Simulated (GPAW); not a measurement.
Sr2MgReO6 (I4/m), O K edge of atom 5, with 1 Re at 1.94 Å and 1 Mg at 2.07 Å (bent, 165°, site symmetry m). Method: GPAW, LDA, excited-electron core hole (neutral cell), 10-atom cell with 5.6 Å between holes, 5×5×5 k points, dipole transitions, Gaussian full width 0.9 eV up to 4 eV, rising linearly to 3.5 eV at 25 eV, without spin-orbit coupling.

```
Re Sr Mg O
1.0
    -2.81032    2.81032    4.01810
     2.81032   -2.81032    4.01810
     2.81032    2.81032   -4.01810
Re Sr Mg O
1 2 1 6
Direct
  0.00000 0.00000 0.00000
  0.75000 0.25000 0.50000
  0.25000 0.75000 0.50000
  0.50000 0.50000 0.00000
  0.20904 0.72616 0.93520
  0.79096 0.27384 0.06480
  0.27384 0.20904 0.48289
  0.72616 0.79096 0.51711
  0.75756 0.75756 0.00000
  0.24244 0.24244 0.00000
```

Energy from the lowest empty level; a common scale on which the isotropic spectrum has a mean of 1 over the first 20 eV.

| E (eV) | curve 1 | curve 2 |
| --- | --- | --- |
| -2.00 | 0.00 | 0.00 |
| -1.25 | 0.00 | 0.00 |
| -0.50 | 0.33 | 0.19 |
| 0.25 | 1.52 | 0.84 |
| 1.00 | 0.23 | 0.12 |
| 1.75 | 0.01 | 0.00 |
| 2.50 | 0.16 | 0.06 |
| 3.25 | 0.87 | 0.64 |
| 4.00 | 1.84 | 2.31 |
| 4.75 | 2.21 | 3.57 |
| 5.50 | 1.73 | 2.09 |
| 6.25 | 0.98 | 0.77 |
| 7.00 | 0.72 | 0.50 |
| 7.75 | 0.91 | 0.96 |
| 8.50 | 1.12 | 1.66 |
| 9.25 | 1.37 | 1.77 |
| 10.00 | 1.42 | 1.86 |
| 10.75 | 1.27 | 1.97 |
| 11.50 | 0.99 | 1.71 |
| 12.25 | 0.69 | 1.25 |
| 13.00 | 0.48 | 0.82 |
| 13.75 | 0.36 | 0.54 |
| 14.50 | 0.33 | 0.41 |
| 15.25 | 0.43 | 0.41 |
| 16.00 | 0.67 | 0.47 |
| 16.75 | 0.97 | 0.54 |
| 17.50 | 1.17 | 0.59 |
| 18.25 | 1.17 | 0.62 |
| 19.00 | 1.00 | 0.62 |
| 19.75 | 0.80 | 0.64 |
| 20.50 | 0.67 | 0.70 |
| 21.25 | 0.59 | 0.76 |
| 22.00 | 0.56 | 0.82 |
| 22.75 | 0.57 | 0.84 |
| 23.50 | 0.60 | 0.84 |
| 24.25 | 0.65 | 0.82 |
| 25.00 | 0.71 | 0.79 |
| 25.75 | 0.78 | 0.75 |
| 26.50 | 0.84 | 0.72 |
| 27.25 | 0.91 | 0.70 |
| 28.00 | 0.98 | 0.68 |
| 28.75 | 1.06 | 0.67 |
| 29.50 | 1.11 | 0.68 |
| 30.25 | 1.12 | 0.70 |
| 31.00 | 1.05 | 0.74 |
| 31.75 | 0.94 | 0.79 |

The curves are for the electric vector along different Cartesian axes of the cell as given, averaged over the symmetry-equivalent atoms. Which is which?

Curve 1: along z (c), main maxima 0.2 eV (1.54), 4.6 eV (2.25) and 9.8 eV (1.42). Curve 2: along x (⊥ c) (the other in-plane axis gives the same curve within 3 %), main maxima 0.2 eV (0.86), 4.7 eV (3.59) and 10.6 eV (1.97). A K edge sees empty p states; the first features are O p mixed into the empty d states of the Re neighbours, and the broad ones above probably into the cations' higher empty bands. Each direction probes the empty orbitals that point along it. The primitive cell holds an odd number of electrons, so a spin-paired run has to come out metallic; that is right for a metal, but some such compounds are magnetic or distorted insulators. The crystal has 2 inequivalent O sites and not all are shown here, while a measurement adds them all.

[Banner, clock and machine lines of the logs are left out without a mark of their own.]

[Logs are printed without paths, hosts, clocks, repeated set-up lines and the standing remarks that a program may print on its own settings, such as how far it seeks lower states.]

[Hosts, paths, dates, database ids (printed as entryN), source tags and the programs' standing remarks are cut or masked in the printed files.]

[Lists of maxima count a maximum above −3 eV only where it reaches 4 % of the highest in the window and stands out from its surroundings by 2 % of it (1.5 % where it reaches 55 %); shoulders and weaker maxima are passed over, and of the rest the first, up to two pre-edge ones and the few strongest are named.]
